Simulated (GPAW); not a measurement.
# The basis that the transmission of H2 in line between two Bi chains needs, part 2 of 2

Wanted: the zero-bias transmission of H2 in line between two Bi chains on a ladder of levels, with run times.

GPAW 26.7.0; GPAW LCAO, PAW setups; Landauer transmission from Green's functions with principal layers (ASE), zero bias.

So far, transmission at the Fermi level (one spin): step 2 (double-zeta polarised basis, PBE, GPAW) 1.60; step 3 (basis szp(dzp), PBE, GPAW) 1.59; step 4 (basis sz(dzp), PBE, GPAW) 1.47; step 5 (LDA) 1.65.

## (8) K-points along the lead 40, grid spacing 0.3

The lead's own mesh along the current sets its density and potential; where the lead is aligned to the junction's end layer, a rigid shift drops out. The real-space grid carries density and potential; a coarse one breaks translation symmetry along the lead and scatters electrons that should pass.

This step: GPAW LCAO, PAW setups; Landauer transmission from Green's functions with principal layers (ASE), zero bias (GPAW 26.7.0).

run.py

```python
import json
import numpy as np
from ase import Atoms
from ase.transport.calculators import TransportCalculator
from gpaw import GPAW, FermiDirac
from gpaw.lcao.tools import get_lcao_hamiltonian
from scipy.linalg import eigh

# The junction with lead layers at both ends, along the third cell vector
device = Atoms(
    ['Bi', 'Bi', 'Bi', 'Bi', 'H', 'H', 'Bi', 'Bi', 'Bi', 'Bi'],
    positions=[
        [4.50000, 4.50000, 1.45000],
        [4.50000, 4.50000, 4.35000],
        [4.50000, 4.50000, 7.25000],
        [4.50000, 4.50000, 10.15000],
        [4.50000, 4.50000, 11.84380],
        [4.50000, 4.50000, 12.69380],
        [4.50000, 4.50000, 14.38760],
        [4.50000, 4.50000, 17.28760],
        [4.50000, 4.50000, 20.18760],
        [4.50000, 4.50000, 23.08760]],
    cell=[[9.0, 0.0, 0.0], [0.0, 9.0, 0.0], [0.0, 0.0, 24.5376]],
    pbc=True)

# One principal layer of the lead: the first 2 atoms of the device
lead = Atoms(
    ['Bi', 'Bi'],
    positions=[
        [4.50000, 4.50000, 1.45000],
        [4.50000, 4.50000, 4.35000]],
    cell=[[9.0, 0.0, 0.0], [0.0, 9.0, 0.0], [0.0, 0.0, 5.8]],
    pbc=True)

settings = dict(mode='lcao', basis='dzp', xc='PBE', h=0.3,
                occupations=FermiDirac(0.1), maxiter=250,
                mixer=dict(beta=0.1, nmaxold=8, weight=100.0),
                convergence=dict(density=0.0001))
energies = np.arange(-2, 2 + 1e-9, 0.05)
eta = 0.0001
n1, n2 = 1, 1
# k and -k transmit alike, so half of the mesh across the current serves
mesh = [(i, j) for i in range(n1) for j in range(n2) if (i, j) <= (-i % n1, -j % n2)]
weights = np.array([1 if (i, j) == (-i % n1, -j % n2) else 2 for i, j in mesh]) / (n1 * n2)

# [... helper functions left out ...]
fermi_lead = ground_state(lead, (1, 1, 40), 'lead.txt')
fermi_device = ground_state(device, (1, 1, 3), 'device.txt')
# [... loop over the mesh left out, but for ...]
        # Shift the lead onto the potential of the device's first layer
        shift = ((H[:, 0, 0] - H0[:, 0, 0]) / S0[0, 0]).real.mean()
# [...]
kT = 8.617333e-5 * 500
bias = [0.1, 0.2, 0.5, 1.0, 1.5, 2.0]
# [... integrals and printing left out ...]
```

Command:

```sh
$ OMP_NUM_THREADS=1 OPENBLAS_NUM_THREADS=1 python run.py
```

Output:

```text
basis functions: device 194, principal layer 46
Fermi level: lead -2.8517 eV, device -2.8647 eV; lead shifted by 0.0096 eV
largest coupling past the next layer 5.83e-06 eV, largest misfit of the first layer 0.096 eV
  E-E_F (eV)   T (one spin)  [channel counts left out]
    -2.000    9.9457e-01
    -1.950    9.9537e-01
    -1.900    9.9606e-01
    -1.850    9.9666e-01
    -1.800    9.9718e-01
    -1.750    9.9763e-01
    -1.700    9.9802e-01
    -1.650    9.9835e-01
    -1.600    9.9863e-01
    -1.550    9.9887e-01
    -1.500    9.9906e-01
    -1.450    9.9923e-01
    -1.400    1.0180e+00
    -1.350    1.0623e+00
    -1.300    1.1053e+00
    -1.250    1.1427e+00
[...]
1.650    1.0445e+00
     1.700    1.0255e+00
     1.750    1.0062e+00
     1.800    9.8943e-01
     1.850    9.8936e-01
     1.900    9.8930e-01
     1.950    9.8926e-01
     2.000    9.8922e-01
conductance at 500 K: 1.5973 G0 a cell; thermopower -0.5801 uV/K
current from the zero-bias T(E) at 0.1 V: 12.37 uA
current from the zero-bias T(E) at 0.2 V: 24.703 uA
current from the zero-bias T(E) at 0.5 V: 61.141 uA
current from the zero-bias T(E) at 1.0 V: 118.69 uA
current from the zero-bias T(E) at 1.5 V: 171.8 uA
current from the zero-bias T(E) at 2.0 V: 221.5 uA
```

Run time: 28 s. Hardware: 1 thread of Arm Neoverse N1, shared host; peak memory 0.33 GiB.

The run finished with changed settings (lead_nz = 40 and h = 0.3); it serves as a test.

The two runs compared:

| quantity | this run | sound run | difference |
| --- | --- | --- | --- |
| conductance (G₀) | 1.5973 | 1.5979 | -5.3e-4 |
| largest coupling past the next principal layer (eV) | 5.831e-6 | 5.832e-6 | -7.0e-10 |
| largest misfit of the first principal layer (eV) | 0.095536 | 0.099066 | -0.00353 |
| shift that aligns the lead (eV) | 0.0096024 | 0.014306 | -0.00470 |
| transmission at the Fermi level (one spin) | 1.6038 | 1.6044 | -6.3e-4 |

## (9) A second varied run

A last run, with other settings again.

Edit run.py of step 8 so:

```diff
@@ -34,4 +34,4 @@
 
-settings = dict(mode='lcao', basis='dzp', xc='PBE', h=0.3,
-                occupations=FermiDirac(0.1), maxiter=250,
+settings = dict(mode='lcao', basis='dzp', xc='PBE', h=0.5,
+                occupations=FermiDirac(0.1), maxiter=100,
                 mixer=dict(beta=0.1, nmaxold=8, weight=100.0),
@@ -46,3 +46,3 @@
 # [... helper functions left out ...]
-fermi_lead = ground_state(lead, (1, 1, 40), 'lead.txt')
+fermi_lead = ground_state(lead, (1, 1, 19), 'lead.txt')
 fermi_device = ground_state(device, (1, 1, 3), 'device.txt')
```

Output:

```text
basis functions: device 194, principal layer 46
Fermi level: lead -2.8525 eV, device -2.8686 eV; lead shifted by 0.0202 eV
largest coupling past the next layer 5.82e-06 eV, largest misfit of the first layer 0.246 eV
  E-E_F (eV)   T (one spin)  [channel counts left out]
    -2.000    9.9949e-01
    -1.950    9.9937e-01
    -1.900    9.9921e-01
    -1.850    9.9901e-01
    -1.800    9.9878e-01
    -1.750    9.9852e-01
    -1.700    9.9825e-01
    -1.650    9.9796e-01
    -1.600    9.9766e-01
    -1.550    9.9734e-01
    -1.500    9.9702e-01
    -1.450    9.9670e-01
    -1.400    1.0171e+00
    -1.350    1.0635e+00
    -1.300    1.0966e+00
    -1.250    1.1241e+00
[...]
1.650    1.0283e+00
     1.700    1.0107e+00
     1.750    9.9382e-01
     1.800    9.7812e-01
     1.850    9.7735e-01
     1.900    9.7749e-01
     1.950    9.7766e-01
     2.000    9.7784e-01
conductance at 500 K: 1.5624 G0 a cell; thermopower -0.8963 uV/K
current from the zero-bias T(E) at 0.1 V: 12.099 uA
current from the zero-bias T(E) at 0.2 V: 24.157 uA
current from the zero-bias T(E) at 0.5 V: 59.741 uA
current from the zero-bias T(E) at 1.0 V: 115.79 uA
current from the zero-bias T(E) at 1.5 V: 167.54 uA
current from the zero-bias T(E) at 2.0 V: 216.17 uA
```

Elapsed: 21 s, on 1 thread; peak memory 0.22 GiB.

The run finished. A setting was moved off its sound value on purpose, so it serves as a test and not as the result.

The fault put into the input: a grid far too coarse (h = 0.5).

Side by side:

| quantity | this run | sound run | difference |
| --- | --- | --- | --- |
| conductance (G₀) | 1.5624 | 1.5979 | -0.0355 |
| largest coupling past the next principal layer (eV) | 5.821e-6 | 5.832e-6 | -1.1e-8 |
| largest misfit of the first principal layer (eV) | 0.24650 | 0.099066 | 0.147 |
| shift that aligns the lead (eV) | 0.020195 | 0.014306 | 0.00589 |
| transmission at the Fermi level (one spin) | 1.5693 | 1.6044 | -0.0351 |

The two runs differ clearly in the largest misfit of the first principal layer: 0.246 eV against 0.0991 eV.

## (10) Outcome

| Item | Value |
| --- | --- |
| conductance | 1.60 G₀ |
| transmission at the Fermi level, mean of the spins | 1.60 |
| thermopower | about 0 (under 1.5 μV/K) |

**Reading.** In the dzp basis the junction conducts 1.60 G₀ at 500 K, with T = 1.60 a spin at the Fermi level; the sz basis reaches that conductance within 10 %. At the Fermi level the three most open eigenchannels pass 1.00, 0.30 and 0.30. Measured against the first run (dzp), the nearest curve is that of szp (r.m.s. 0.012) and the farthest that of sz (0.074). Over the compared runs wall time goes from 34 s (sz) to 50 s (dzp), on a shared host. The geometry was built from estimated bond lengths and not relaxed, so the numbers describe this model structure. Spin-orbit coupling is left out, which matters for the heavy atoms here. An evenly spaced straight chain is an idealisation: free chains tend to dimerise, zigzag or, where a band edge lies near the Fermi level, turn magnetic. The currents use the zero-bias T(E) throughout, which holds only while the bias is small against the distance to the nearest feature.

[Logs are printed without paths, hosts, clocks, repeated set-up lines and the standing remarks that a program may print on its own settings, such as how far it seeks lower states.]

[Hosts, paths, dates, database ids (printed as entryN), source tags and the programs' standing remarks are cut or masked in the printed files.]
